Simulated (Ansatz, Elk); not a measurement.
## LiV2: X-ray structure factors from the self-consistent density

Structure refinements treat a crystal as free atoms side by side. For a made-up structure of LiV2 (cell and positions from a PBE relaxation) the runs below show what the calculated density changes in F(hkl).

Method: DFT, PBE, all-electron APW+lo, Dirac cores, scalar-relativistic bands, static density, no spin, in Elk 11.2.3 (patched build).

This account leaves out most program logs.

The structure was built from a prototype and need not be the compound's stable phase.

## (1) Starting point

Symmetry: P4/mmm, No. 123, tetragonal system. The conventional cell has a = 3.965 Å, b = 3.965 Å, c = 2.699 Å, α = 90.00°, β = 90.00°, γ = 90.00°. Nearest to V lie 4 Li at 2.40 Å. Li has 8 V at 2.40 Å nearest. Farther neighbours are not listed.

Coordinates:

```cif
data_structure
_symmetry_space_group_name_H-M 'P 1'
_symmetry_Int_Tables_number 1
_cell_length_a 3.9649
_cell_length_b 3.9649
_cell_length_c 2.6988
_cell_angle_alpha 90.000
_cell_angle_beta 90.000
_cell_angle_gamma 90.000
_cell_volume 42.43
loop_
_atom_site_label
_atom_site_type_symbol
_atom_site_fract_x
_atom_site_fract_y
_atom_site_fract_z
_atom_site_occupancy
V1 V 0.00000 0.50000 0.50000 1
V2 V 0.50000 0.00000 0.50000 1
Li3 Li 0.00000 0.00000 0.00000 1
```

## (2) Ground state and structure factors

An all-electron density is needed, since X-rays see the cores too. Task 0 finds the density and task 195 Fourier-transforms it; tshift is off so that phases refer to the origin typed.

elk.in

```
tasks
  0
  195

xctype
  20

spinpol
  .false.

rgkmax
  7.0

gmaxvr
  14.0

lmaxo
  7

lmaxapw
  8

swidth
  0.002

tshift
  .false.

ramdisk
  .false.

hmaxvr
  5.5

maxscl
  120

epspot
  1e-06

sppath
  './'

avec
  7.49249499730 -0.00000000000 0.00000000000
  -0.00000000000 7.49249499730 0.00000000000
  0.00000000000 0.00000000000 5.09998231753

atoms
  2
  'V.in'
  2
  0.0000000000 0.5000000000 0.5000000000   0.000000 0.000000 0.000000
  0.5000000000 -0.0000000000 0.5000000000   0.000000 0.000000 0.000000
  'Li.in'
  1
  -0.0000000000 0.0000000000 0.0000000000   0.000000 0.000000 0.000000

ngridk
  6 6 8
```

The run is started by

```sh
$ OMP_NUM_THREADS=4 elk
```

The job ended after 17 s (4 threads of Intel Xeon at 2.70GHz, shared host; peak memory 0.16 GiB).

SFACRHO.OUT:

```text

h k l indices transformed by vhmat matrix:
   1.000000000       0.000000000       0.000000000    
   0.000000000       1.000000000       0.000000000    
   0.000000000       0.000000000       1.000000000    

      h      k      l  multipl.   |H|            Re(F)            Im(F)           |F|

      0      0      0      1   0.0000000       49.000000     -0.77895937E-17   49.000000    
      0      1      0      4  0.83859720       2.2880092      0.22843637E-14   2.2880092    
     -1     -1      0      4   1.1859555      -33.423562     -0.41995052E-14   33.423562    
      0      0     -1      2   1.2320014      -32.916284      0.10938220E-13   32.916284    
      1      0      1      8   1.4903264       1.5927319     -0.89698599E-14   1.5927319    
      0      2      0      4   1.6771944       32.091814     -0.37696145E-14   32.091814    
     -1     -1      1      8   1.7100637       31.767121      0.75577969E-14   31.767121    
     -2      1      0      8   1.8751603       1.4064220      0.53587940E-14   1.4064220    
      0     -2      1      8   2.0810595      -25.676366     -0.12053102E-13   25.676366    
     -1     -2     -1     16   2.2436697       1.4055810     -0.16016709E-14   1.4055810    
      2      2      0      4   2.3719111       26.633251     -0.62265811E-14   26.633251    
      0      0      2      2   2.4640028       25.915270      0.15844954E-13   25.915270    
      3      0      0      4   2.5157916       1.4000377     -0.16870174E-13   1.4000377    
      0      1     -2      8   2.6027975       1.2659219     -0.37846269E-14   1.2659219    
     -1     -3      0      8   2.6518772      -21.896419      0.14835185E-13   21.896419    
      2     -2      1      8   2.6727868      -21.761473     -0.22772623E-14   21.761473    
      1     -1     -2      8   2.7345567      -21.391525     -0.48255765E-15   21.391525    
      0     -3     -1      8   2.8012559       1.2047223     -0.10677287E-13   1.2047223
```

Elk indexes on the primitive cell of elk.in and gives |H| = 4π sin θ/λ in inverse bohr. Below, one row stands for each form hkl of the conventional cell (m members, Friedel mates merged), F is for one primitive cell and the density is static (no thermal factor). Free-atom factors are Waasmaier and Kirfel's, and R is Σm||F|−|F'||/Σm|F|.

```
hkl   m  sin θ/λ (Å⁻¹)  abs F, DFT  neutral atoms   diff.
100   4          0.126       2.288          2.026  +0.262
110   4          0.178      33.424         33.611  -0.187
001   2          0.185      32.916         33.179  -0.263
101   8          0.224       1.593          1.685  -0.092
200   4          0.252      32.092         32.416  -0.324
111   8          0.257      31.767         32.111  -0.344
210   8          0.282       1.406          1.554  -0.147
201   8          0.313      25.676         25.857  -0.180
211  16          0.337       1.406          1.423  -0.017
220   4          0.357      26.633         26.459  +0.175
002   2          0.370      25.915         25.756  +0.159
300   4          0.378       1.400          1.323  +0.077
102   8          0.391       1.266          1.291  -0.025
310   8          0.399      21.896         21.848  +0.048
221   8          0.402      21.762         21.718  +0.044
112   8          0.411      21.392         21.341  +0.051
301   8          0.421       1.205          1.219  -0.014
311  16          0.440      22.565         22.599  -0.034
202   8          0.448      22.230         22.253  -0.022
320   8          0.455       1.164          1.138  +0.026
212  16          0.466       1.135          1.113  +0.023
321  16          0.491       1.046          1.054  -0.008
```

## (3) The highest occupied states alone

An energy window below the Fermi level keeps the highest occupied states, to see at which angles they scatter; shallow core shells can lie inside it and anion s states outside. No new self-consistency is needed.

Edit elk.in of step 2 so:

```diff
@@ -1,3 +1,2 @@
 tasks
-  0
   195
@@ -40,2 +39,5 @@
 
+wsfac
+  -0.216440 0.524550
+
 sppath
```

The run is started by

```sh
$ OMP_NUM_THREADS=4 elk
```

Elapsed: 2.9 s, on 4 threads; peak memory 0.16 GiB.

States within 12 eV below the Fermi level hold 11.00 electrons; any levels below the window count with the cores. Their amplitudes can exceed the total, where window and core parts have opposite phase:

```
hkl  sin θ/λ (Å⁻¹)  abs F, window  abs F, all
100          0.126          0.393       2.288
110          0.178          3.441      33.424
001          0.185          3.210      32.916
101          0.224          0.095       1.593
200          0.252          1.967      32.092
111          0.257          1.882      31.767
210          0.282          0.135       1.406
201          0.313          1.386      25.676
211          0.337          0.007       1.406
220          0.357          1.402      26.633
```

## (4) Another try

In this try the input is made faulty on purpose, to show what that does.

The input is changed as shown.

Edit elk.in of step 3 so:

```diff
@@ -1,2 +1,3 @@
 tasks
+  0
   195
@@ -39,5 +40,2 @@
 
-wsfac
-  -0.216440 0.524550
-
 sppath
@@ -60,3 +58,3 @@
 
-ngridk
+ngrid
   6 6 8
```

The run is started by

```sh
$ OMP_NUM_THREADS=4 elk
```

Elapsed: 0.02 s, on 4 threads; peak memory 0.16 GiB.

The input was rejected at the start.

The program's message: “Error(readinput): invalid block name : ngrid”

A key was misspelt on purpose.

## (5) Another functional

The difference from free atoms is small, so it is set against the change that PBEsol makes.

Edit elk.in of step 4 so:

```diff
@@ -5,3 +5,3 @@
 xctype
-  20
+  22
 
@@ -58,3 +58,3 @@
 
-ngrid
+ngridk
   6 6 8
```

The run is started by

```sh
$ OMP_NUM_THREADS=4 elk
```

It took 19 s on 4 threads; peak memory 0.16 GiB; 55 s of CPU time.

Against the first run R = 0.07 %; the largest change is -0.029 at 220.

## (6) Basis size

The basis and the expansions that go with it are enlarged, to see whether the differences are converged.

Edit elk.in of step 5 so:

```diff
@@ -5,3 +5,3 @@
 xctype
-  22
+  20
 
@@ -11,12 +11,12 @@
 rgkmax
-  7.0
+  8.5
 
 gmaxvr
-  14.0
+  18.0
 
 lmaxo
-  7
+  9
 
 lmaxapw
-  8
+  10
```

The run is started by

```sh
$ OMP_NUM_THREADS=4 elk
```

Wall time 38 s (4 threads); peak memory 0.19 GiB; 1.9 min of CPU time.

Against the first run R = 0.01 %; the largest change is -0.006 at 003.

## (7) A coarser k-mesh

About half the k-points along each axis test the sampling.

Edit elk.in of step 6 so:

```diff
@@ -11,12 +11,12 @@
 rgkmax
-  8.5
+  7.0
 
 gmaxvr
-  18.0
+  14.0
 
 lmaxo
-  9
+  7
 
 lmaxapw
-  10
+  8
 
@@ -59,2 +59,2 @@
 ngridk
-  6 6 8
+  3 3 4
```

The run is started by

```sh
$ OMP_NUM_THREADS=4 elk
```

It took 9.9 s on 4 threads; peak memory 0.16 GiB; 19 s of CPU time.

Against the first run R = 0.11 %; the largest change is -0.052 at 220.

## (8) Settings against the effect

```
                              run  R against the first run (%)  R against neutral atoms, low angle (%)  wall time
                    PBE, rgkmax 7                         0.00                                    1.35       17 s
                           PBEsol                         0.07                                    1.40       19 s
rgkmax 8.5 with larger expansions                         0.01                                    1.34       38 s
                     k-mesh 3×3×4                         0.11                                    1.33      9.9 s
```

## (9) Summary of results

| Quantity | Value |
| --- | --- |
| R against neutral atoms, sin θ/λ < 0.3 Å⁻¹ | 1.35 % |
| R against neutral atoms, 0.3 to 0.82 Å⁻¹ | 0.49 % |

**Reading.** Independent neutral atoms miss the calculated amplitudes by R = 1.35 % below 0.3 Å⁻¹ and 0.49 % from there to 0.82 Å⁻¹; by shells, 11.43 % below 0.15 Å⁻¹ (1 form), 1.19 % 0.15 to 0.3 (6 forms), 0.35 % 0.3 to 0.45 (12 forms), 0.53 % above 0.45 (63 forms). Bonding, aspherical density and the tables' own atoms all enter these figures, and the runs don't part them. The largest change of an amplitude is -0.34 electrons, at 111. The window's part falls from 11.0 electrons at the origin to at most 0.46 between 0.45 and 0.82 Å⁻¹. Below 0.3 Å⁻¹ the changes that finished (PBEsol, rgkmax 8.5 with larger expansions and k-mesh 3×3×4) move F by R = 0.06 % at most, against the 1.35 % that separates it from free atoms. These runs have no spin, though d or f shells may be open. Part of the difference isn't bonding: the tables are fits to free atoms and ions calculated by other methods than this functional. Thermal motion, anomalous dispersion and extinction are left out.

[Logs are printed without paths, hosts, clocks, repeated set-up lines and the standing remarks that a program may print on its own settings, such as how far it seeks lower states.]

[Hosts, paths, dates, database ids (printed as entryN), source tags and the programs' standing remarks are cut or masked in the printed files.]
